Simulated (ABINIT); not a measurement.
# Quasiparticle gap of Al2O3 (Corundum) in ABINIT

Aim: the G0W0 gap of Al2O3 (Corundum) on PBE, step by step.

Calculated with ABINIT 10.8.3; PBE and many-body steps on it, plane waves.

**What was measured.**

- Gap 8.7 eV: optical band gap of host from absorption; optical absorption, quoted from earlier work; bulk crystal (high-purity reference sample) (quoted in “Multi-petahertz electron interference in Cr:Al2O3 solid-state material”, 2018, pmc:5906618).

## (1) The structure

It takes space group R-3c (No. 167, trigonal). Conventional cell: a = 4.760 Å, b = 4.760 Å, c = 12.996 Å, α = 90.00°, β = 90.00°, γ = 120.00°. Nearest to Al lie 6 O at 1.85 to 1.97 Å. Nearest to O lie 4 Al at 1.85 to 1.97 Å. Farther neighbours and most contacts between anions are not listed.

The cell and positions come from the Crystallography Open Database and are kept as given unless a step says otherwise.

## (2) Ground state

This step: ABINIT 10.8.3; DFT, PBE, plane waves, norm-conserving pseudopotentials.

The ground-state density comes first.

run.abi

```
acell 3*1.0 Angstrom
rprim 
  2.380249999995 1.374237978213 4.331866666707
  -2.380249999995 1.374237978213 4.331866666707
  -0.000000000000 -2.748475956495 4.331866666685
ntypat 2
znucl 13 8
natom 10
typat 1 1 1 1 2 2 2 2 2 2
xred 
  0.352160000000 0.352160000000 0.352160000000
  0.147840000000 0.147840000000 0.147840000000
  0.647840000000 0.647840000000 0.647840000000
  0.852160000000 0.852160000000 0.852160000000
  0.556680000000 0.943320000000 0.250000000000
  0.250000000000 0.556680000000 0.943320000000
  0.943320000000 0.250000000000 0.556680000000
  0.443320000000 0.056680000000 0.750000000000
  0.750000000000 0.443320000000 0.056680000000
  0.056680000000 0.750000000000 0.443320000000
pp_dirpath "pseudos"
pseudos "Al.upf, O.upf"
ecut 36
ngkpt 6 6 6
nshiftk 1
shiftk 0 0 0
kptopt 1
chksymbreak 0
nband 33
occopt 1
tolvrs 1e-10
nstep 60
prtwf 0
optforces 0
optstress 0
indata_prefix "in"
outdata_prefix "out"
tmpdata_prefix "tmp"
```

The run is started by

```bash
$ OMP_NUM_THREADS=1 mpirun -n 8 abinit run.abi > log
```

Numbers of over 12 decimals in the logs are rounded to 6 here.

The log of the run:

```text
.Version 10.8.3 of ABINIT. v10.8.2 released Aug 2026.

 Symmetries : space group R-3 c (#167); Bravais hR (rhombohedral)
================================================================================
 Values of the parameters that define the memory need of the present run
     intxc =       0    ionmov =       0      iscf =       7    lmnmax =       6
     lnmax =       6     mgfft =      54  mpssoang =       3    mqgrid =    3001
     natom =      10  nloc_mem =       1    nspden =       1   nspinor =       1
    nsppol =       1      nsym =      12    n1xccc =    2501    ntypat =       2
    occopt =       1   xclevel =       2
-    mband =          33        mffmem =           1         mkmem =           4
       mpw =        5939          nfft =      157464          nkpt =          32
================================================================================
  Rough estimation (10% accuracy) of disk space for files :
================================================================================

--------------------------------------------------------------------------------
------------- Echo of variables that govern the present computation ------------
--------------------------------------------------------------------------------
 -outvars: echo values of preprocessed input variables --------
            acell      1.8897261259E+00  1.8897261259E+00  1.8897261259E+00 Bohr

      chksymbreak           0
             ecut      3.60000000E+01 Hartree
-          fftalg         312

              ixc     -101130
              kpt      0.00000000E+00  0.00000000E+00  0.00000000E+00
                       1.66666667E-01  0.00000000E+00  0.00000000E+00
                       3.33333333E-01  0.00000000E+00  0.00000000E+00
                       5.00000000E-01  0.00000000E+00  0.00000000E+00
                       1.66666667E-01  1.66666667E-01  0.00000000E+00
                       3.33333333E-01  1.66666667E-01  0.00000000E+00
                       5.00000000E-01  1.66666667E-01  0.00000000E+00
                      -3.33333333E-01  1.66666667E-01  0.00000000E+00
                      -1.66666667E-01  1.66666667E-01  0.00000000E+00
   [... 21 further rows ...]
                      -3.33333333E-01  5.00000000E-01  3.33333333E-01
                       5.00000000E-01  5.00000000E-01  5.00000000E-01
         kptrlatt        6    0    0      0    6    0      0    0    6
          kptrlen      5.39762473E+01
P           mkmem           4
            natom          10
            nband          33
            ngfft          54      54      54
             nkpt          32
            nstep          60
             nsym          12
           ntypat           2
              occ      2.000000  2.000000  2.000000  2.000000  2.000000  2.000000
                       2.000000  2.000000  2.000000  2.000000  2.000000  2.000000
                       2.000000  2.000000  2.000000  2.000000  2.000000  2.000000
                       2.000000  2.000000  2.000000  2.000000  2.000000  2.000000
                       0.000000  0.000000  0.000000  0.000000  0.000000  0.000000
[...]
optforces           0
        optstress           0
            prtwf           0
            rprim      2.3802500000E+00  1.3742379782E+00  4.3318666667E+00
[...]
spgroup         167

           tolvrs      1.00000000E-10

             xred      3.5216000000E-01  3.5216000000E-01  3.5216000000E-01
[...]
znucl       13.00000    8.00000

================================================================================

 chkinp: Checking input parameters for consistency.

================================================================================
== DATASET  1 ==================================================================
-   mpi_nproc: 8, omp_nthreads: 1 (-1 if OMP is not activated)

--- !DatasetInfo
iteration_state: {dtset: 1, }
dimensions: {natom: 10, nkpt: 32, mband: 33, nsppol: 1, nspinor: 1, nspden: 1, mpw: 5939, }
cutoff_energies: {ecut:  36.0, pawecutdg:  -1.0, }
electrons: {nelect:   4.80000000E+01, charge:   0.00000000E+00, occopt:   1.00000000E+00, tsmear:   1.00000000E-02, }

 Real(R)+Recip(G) space primitive vectors, cartesian coordinates (Bohr,Bohr^-1):
 R(1)=  4.4980206  2.5969334  8.1860416  G(1)=  0.1111600  0.0641783  0.0407197
 R(2)= -4.4980206  2.5969334  8.1860416  G(2)= -0.1111600  0.0641783  0.0407197
 R(3)=  0.0000000 -5.1938668  8.1860416  G(3)=  0.0000000 -0.1283565  0.0407197
 Unit cell volume ucvol=  5.7372986E+02 bohr^3
 Angles (23,13,12)=  5.52866708E+01  5.52866708E+01  5.52866708E+01 degrees

 getcut: wavevector=  0.0000  0.0000  0.0000  ngfft=  54  54  54
         ecut(hartree)=     36.000   => boxcut(ratio)=   2.06269

--- Pseudopotential description ------------------------------------------------
- Al Generated using ONCVPSP code by D. R. Hamann
- 13.00000   3.00000  171031                  znucl, zion, pspdat
12 -101130 2 -1 1876                          pspcod,pspxc,lmax,lloc,mmax
     nproj     2     2     2
  pspatm : epsatm=    4.08140545
         --- l  ekb(1:nproj) -->
[...]
pspatm: atomic psp has been read  and splines computed

- O Generated using ONCVPSP code by D. R. Hamann
-  8.00000   6.00000  171031                  znucl, zion, pspdat
12 -101130 2 -1 936                           pspcod,pspxc,lmax,lloc,mmax
     nproj     2     2     1
  pspatm : epsatm=    6.19545534
         --- l  ekb(1:nproj) -->
[...]
2   -1.331955
 pspatm: atomic psp has been read  and splines computed

   2.56792098E+03                                ecore*ucvol(ha*bohr**3)
--------------------------------------------------------------------------------

_setup2: Arith. and geom. avg. npw (full set) are    5919.005    5918.995

================================================================================

--- !BeginCycle
iteration_state: {dtset: 1, }
solver: {iscf: 7, nstep: 60, nline: 4, wfoptalg: 0, }
tolerances: {tolvrs: 1.00E-10, }

     iter   Etot(hartree)      deltaE(h)  residm     vres2
 ETOT  1  -108.56861779561    -1.086E+02 9.232E-02 1.524E+03
 ETOT  2  -108.71438328984    -1.458E-01 4.345E-02 1.233E+03
 ETOT  3  -109.11643316919    -4.020E-01 1.922E-02 4.671E+00
 ETOT  4  -109.11824809159    -1.815E-03 6.059E-03 1.559E-02
 ETOT  5  -109.11825252940    -4.438E-06 3.205E-03 9.578E-04
 ETOT  6  -109.11825269330    -1.639E-07 2.573E-03 5.364E-06
 ETOT  7  -109.11825269392    -6.181E-10 8.856E-04 4.549E-07
 ETOT  8  -109.11825269401    -8.436E-11 8.923E-04 1.067E-08
 ETOT  9  -109.11825269401    -2.700E-13 3.660E-04 2.557E-10
 ETOT 10  -109.11825269401    -3.084E-12 2.600E-04 1.040E-11

 At SCF step   10       vres2   =  1.04E-11 < tolvrs=  1.00E-10 =>converged.

--- !ResultsGS
iteration_state: {dtset: 1, }
comment   : Summary of ground state results
lattice_vectors:
- [  4.4980206,   2.5969334,   8.1860416, ]
- [ -4.4980206,   2.5969334,   8.1860416, ]
- [ -0.0000000,  -5.1938668,   8.1860416, ]
lattice_lengths: [   9.69472,    9.69472,    9.69472, ]
lattice_angles: [ 55.287,  55.287,  55.287, ] # degrees, (23, 13, 12)
lattice_volume:   5.7372986E+02
convergence: {deltae: -3.084E-12, res2:  1.040E-11, residm:  2.600E-04, diffor:  0.000E+00, }
etotal    :  -1.09118253E+02
entropy   :   0.00000000E+00
fermie    :   1.90422253E-01
cartesian_stress_tensor: null
pressure_GPa: null
xred      :
- [  3.5216E-01,   3.5216E-01,   3.5216E-01, Al]
- [  1.4784E-01,   1.4784E-01,   1.4784E-01, Al]
- [  6.4784E-01,   6.4784E-01,   6.4784E-01, Al]
- [  8.5216E-01,   8.5216E-01,   8.5216E-01, Al]
- [  5.5668E-01,   9.4332E-01,   2.5000E-01,  O]
- [  2.5000E-01,   5.5668E-01,   9.4332E-01,  O]
- [  9.4332E-01,   2.5000E-01,   5.5668E-01,  O]
- [  4.4332E-01,   5.6680E-02,   7.5000E-01,  O]
- [  7.5000E-01,   4.4332E-01,   5.6680E-02,  O]
- [  5.6680E-02,   7.5000E-01,   4.4332E-01,  O]
cartesian_forces: null
force_length_stats: {min: null, max: null, mean: null, }

 Integrated electronic density in atomic spheres:
 ------------------------------------------------
 Atom  Sphere_radius  Integrated_density
[...]
================================================================================

 ----iterations are completed or convergence reached----

 Mean square residual over all n,k,spin=   27.214E-07; max=  26.000E-05
 reduced coordinates (array xred) for   10 atoms
[...]
0.250000000000      0.556680000000      0.943320000000
       0.943320000000      0.250000000000      0.556680000000
       0.443320000000      0.056680000000      0.750000000000
       0.750000000000      0.443320000000      0.056680000000
       0.056680000000      0.750000000000      0.443320000000
 rms dE/dt=  0.0000E+00; max dE/dt=  0.0000E+00; dE/dt below (all hartree)
    1       0.000000000000      0.000000000000      0.000000000000
    2       0.000000000000      0.000000000000      0.000000000000
    3       0.000000000000      0.000000000000      0.000000000000
    4       0.000000000000      0.000000000000      0.000000000000
    5       0.000000000000      0.000000000000      0.000000000000
    6       0.000000000000      0.000000000000      0.000000000000
    7       0.000000000000      0.000000000000      0.000000000000
    8       0.000000000000      0.000000000000      0.000000000000
    9       0.000000000000      0.000000000000      0.000000000000
   10       0.000000000000      0.000000000000      0.000000000000

 cartesian coordinates (angstrom) at end:
[...]
6     -0.729975    -1.484122     7.580767
    7      1.650275     0.109884     7.580767
    8      0.920300    -1.374238     5.414833
    9      0.729975     1.484122     5.414833
   10     -1.650275    -0.109884     5.414833
 length scales=  1.889726125908  1.889726125908  1.889726125908 bohr
              =  1.000000000000  1.000000000000  1.000000000000 angstroms
 prteigrs : about to open file out_EIG
 Fermi (or HOMO) energy (hartree) =   0.19042   Average Vxc (hartree)=  -0.42200
 Eigenvalues (hartree) for nkpt=  32  k points:
 kpt#   1, nband= 33, wtk=  0.00463, kpt=  0.0000  0.0000  0.0000 (reduced coord)
  -0.51404   -0.42818   -0.41791   -0.41791   -0.40624   -0.40624   -0.06247   -0.02571
  -0.01292   -0.01292    0.02849    0.03206    0.03206    0.06905    0.08213    0.13786
   0.13786    0.14281    0.14281    0.17247    0.17247    0.18878    0.18878    0.19042
   0.42070    0.52806    0.58648    0.61540    0.61540    0.62103    0.64669    0.64670
   0.64831
 prteigrs : prtvol=0 or 1, do not print more k-points.

--- !EnergyTerms
iteration_state     : {dtset: 1, }
comment             : Components of total free energy in Hartree
kinetic             :  7.20682127625943E+01
hartree             :  2.66734646915447E+01
xc                  : -3.01908344679662E+01
Ewald energy        : -8.81149730954744E+01
psp_core            :  4.47583638932495E+00
local_psp           : -7.93092830893809E+01
non_local_psp       : -1.47206758846522E+01
total_energy        : -1.09118252694010E+02
total_energy_eV     : -2.96925892054326E+03
band_energy         : -2.03056298659834E+00

== END DATASET(S) ==============================================================
================================================================================

 -outvars: echo values of variables after computation  --------
           etotal     -1.0911825269E+02
            nband          33
             nkpt          32
          spgroup         167
 [... the other variables as echoed above ...]

 Calculation completed.
```

Run time: 1.7 min. Hardware: 8 MPI ranks of AMD EPYC 7R43, shared host; peak memory 0.99 GiB.

Numbers from this step:

| Quantity | Value |
| --- | --- |
| total energy | -2969.2589 eV |
| gap | 6.266 eV |
| k of the valence top | 0, 0, 0 |
| k of the conduction bottom | 0, 0, 0 |
| least direct gap | 6.266 eV |

The gap is direct, at Γ.

## (3) Empty states on the mesh, 4×4×4 mesh, 112 bands

The sums over transitions need many empty states on a uniform mesh; this step solves for them.

run.abi, as its differences from that of step 2:

```diff
@@ -23,3 +23,3 @@
 ecut 36
-ngkpt 6 6 6
+ngkpt 4 4 4
 nshiftk 1
@@ -28,9 +28,10 @@
 chksymbreak 0
-nband 33
-occopt 1
-tolvrs 1e-10
+iscf -2
+irdden 1
+istwfk *1
+nband 112
+nbdbuf 10
+tolwfr 1e-09
 nstep 60
-prtwf 0
-optforces 0
-optstress 0
+prtvol 0
 indata_prefix "in"
```

The log of the run:

```text
.Version 10.8.3 of ABINIT. v10.8.2 released Aug 2026.

 Symmetries : space group R-3 c (#167); Bravais hR (rhombohedral)
[... echo of the input left out ...]
== DATASET  1 ==================================================================
-   mpi_nproc: 8, omp_nthreads: 1 (-1 if OMP is not activated)
-    --> not optimal distribution: autoparal keyword recommended in input file <--

--- !DatasetInfo
iteration_state: {dtset: 1, }
dimensions: {natom: 10, nkpt: 13, mband: 112, nsppol: 1, nspinor: 1, nspden: 1, mpw: 5940, }
cutoff_energies: {ecut:  36.0, pawecutdg:  -1.0, }
electrons: {nelect:   4.80000000E+01, charge:   0.00000000E+00, occopt:   1.00000000E+00, tsmear:   1.00000000E-02, }

 Real(R)+Recip(G) space primitive vectors, cartesian coordinates (Bohr,Bohr^-1):
 R(1)=  4.4980206  2.5969334  8.1860416  G(1)=  0.1111600  0.0641783  0.0407197
 R(2)= -4.4980206  2.5969334  8.1860416  G(2)= -0.1111600  0.0641783  0.0407197
 R(3)=  0.0000000 -5.1938668  8.1860416  G(3)=  0.0000000 -0.1283565  0.0407197
 Unit cell volume ucvol=  5.7372986E+02 bohr^3
 Angles (23,13,12)=  5.52866708E+01  5.52866708E+01  5.52866708E+01 degrees

 getcut: wavevector=  0.0000  0.0000  0.0000  ngfft=  54  54  54
         ecut(hartree)=     36.000   => boxcut(ratio)=   2.06269

--- Pseudopotential description ------------------------------------------------
- Al Generated using ONCVPSP code by D. R. Hamann
- 13.00000   3.00000  171031                  znucl, zion, pspdat
12 -101130 2 -1 1876                          pspcod,pspxc,lmax,lloc,mmax
     nproj     2     2     2
  pspatm : epsatm=    4.08140545
         --- l  ekb(1:nproj) -->
             0    5.126667    0.728291
             1    7.287548    0.832437
             2   -2.770497   -0.637722
 pspatm: atomic psp has been read  and splines computed

- O Generated using ONCVPSP code by D. R. Hamann
-  8.00000   6.00000  171031                  znucl, zion, pspdat
12 -101130 2 -1 936                           pspcod,pspxc,lmax,lloc,mmax
     nproj     2     2     1
  pspatm : epsatm=    6.19545534
         --- l  ekb(1:nproj) -->
[...]
2   -1.331955
 pspatm: atomic psp has been read  and splines computed

--------------------------------------------------------------------------------

================================================================================
 prteigrs : about to open file out_EIG
 Non-SCF case, kpt    1 (  0.00000  0.00000  0.00000), residuals and eigenvalues=
  5.40E-10  3.79E-10  1.56E-10  4.94E-10  1.85E-10  2.84E-10  2.50E-10  2.23E-10
  2.09E-10  4.57E-10  1.90E-10  1.93E-10  4.10E-10  3.49E-10  5.36E-10  1.84E-10
  3.14E-10  1.46E-10  6.25E-10  1.54E-10  3.24E-10  1.68E-10  6.51E-10  1.58E-10
[...]
-5.1404E-01 -4.2818E-01 -4.1791E-01 -4.1791E-01 -4.0624E-01 -4.0624E-01
 -6.2473E-02 -2.5715E-02 -1.2918E-02 -1.2918E-02  2.8486E-02  3.2059E-02
  3.2059E-02  6.9048E-02  8.2134E-02  1.3786E-01  1.3786E-01  1.4281E-01
[...]
1.9091E+00  1.9091E+00  1.9235E+00  1.9730E+00  1.9730E+00  1.9835E+00
  1.9925E+00  2.0120E+00  2.0120E+00  2.0239E+00  2.0239E+00  2.0317E+00
  2.0844E+00  2.0935E+00  2.0950E+00  2.1163E+00
 prteigrs : prtvol=0 or 1, do not print more k-points.

--- !ResultsGS
iteration_state: {dtset: 1, }
comment   : Summary of ground state results
lattice_vectors:
- [  4.4980206,   2.5969334,   8.1860416, ]
- [ -4.4980206,   2.5969334,   8.1860416, ]
- [ -0.0000000,  -5.1938668,   8.1860416, ]
lattice_lengths: [   9.69472,    9.69472,    9.69472, ]
lattice_angles: [ 55.287,  55.287,  55.287, ] # degrees, (23, 13, 12)
lattice_volume:   5.7372986E+02
convergence: {deltae:  0.000E+00, res2:  0.000E+00, residm:  9.968E-10, diffor:  0.000E+00, }
etotal    :  -1.09118253E+02
entropy   :   0.00000000E+00
fermie    :   1.90422253E-01
cartesian_stress_tensor: null
pressure_GPa: null
xred      :
- [  3.5216E-01,   3.5216E-01,   3.5216E-01, Al]
- [  1.4784E-01,   1.4784E-01,   1.4784E-01, Al]
- [  6.4784E-01,   6.4784E-01,   6.4784E-01, Al]
- [  8.5216E-01,   8.5216E-01,   8.5216E-01, Al]
- [  5.5668E-01,   9.4332E-01,   2.5000E-01,  O]
- [  2.5000E-01,   5.5668E-01,   9.4332E-01,  O]
- [  9.4332E-01,   2.5000E-01,   5.5668E-01,  O]
- [  4.4332E-01,   5.6680E-02,   7.5000E-01,  O]
- [  7.5000E-01,   4.4332E-01,   5.6680E-02,  O]
- [  5.6680E-02,   7.5000E-01,   4.4332E-01,  O]
cartesian_forces: null
force_length_stats: {min: null, max: null, mean: null, }

 Integrated electronic density in atomic spheres:
 ------------------------------------------------
 Atom  Sphere_radius  Integrated_density
[...]
================================================================================

 ----iterations are completed or convergence reached----

 Mean square residual over all n,k,spin=   44.037E-11; max=  99.679E-11
 reduced coordinates (array xred) for   10 atoms
[...]
0.750000000000      0.443320000000      0.056680000000
       0.056680000000      0.750000000000      0.443320000000

 cartesian coordinates (angstrom) at end:
    1      0.000000    -2.43e-11     4.576530
    2      0.000000    -1.02e-11     1.921270
[...]
9      0.729975     1.484122     5.414833
   10     -1.650275    -0.109884     5.414833
 length scales=  1.889726125908  1.889726125908  1.889726125908 bohr
              =  1.000000000000  1.000000000000  1.000000000000 angstroms
 prteigrs : about to open file out_EIG
 Eigenvalues (hartree) for nkpt=  13  k points:
 kpt#   1, nband=112, wtk=  0.01563, kpt=  0.0000  0.0000  0.0000 (reduced coord)
[...]
1.90915    1.90915    1.92351    1.97304    1.97304    1.98354    1.99253    2.01203
   2.01203    2.02392    2.02392    2.03167    2.08442    2.09351    2.09498    2.11630
 prteigrs : prtvol=0 or 1, do not print more k-points.

== END DATASET(S) ==============================================================
================================================================================

 -outvars: echo values of variables after computation  --------
            nband         112
             nkpt          13
          spgroup         167
 [... the other variables as echoed above ...]

 Calculation completed.
```

It took 1.8 min on 8 MPI ranks; peak memory 0.82 GiB.

This step gave:

```yaml
gap: 6.266 eV
k_of_the_valence_top: 0, 0, 0
k_of_the_conduction_bottom: 0, 0, 0
least_direct_gap: 6.266 eV
k_points_computed: 13
lowest_point_of_the_top_converged_band_above_the_valence_top: 47.10 eV
```

On this mesh the gap is 6.266 eV.

(Continued in part 2 of 2.)

[Paths, hosts, dates, memory and timing lines, banners, echoed tables and standing remarks are left out of the program output.]

[Logs are printed without paths, hosts, clocks, repeated set-up lines and the standing remarks that a program may print on its own settings, such as how far it seeks lower states.]

[Runs of the session that timed out or met a known fault of the program may be left out.]

[Hosts, paths, dates, database ids (printed as entryN), source tags and the programs' standing remarks are cut or masked in the printed files.]

[G0W0 gaps are taken among the corrected bands and points alone; a level outside them can change the order at an edge.]

[Where Ansatz stands beside ABINIT at settings called matched, ABINIT's density can come from a denser mesh and the files from another edition; pairs whose starting gaps differed by over 0.03 eV were left out, so agreement reads better than it is.]
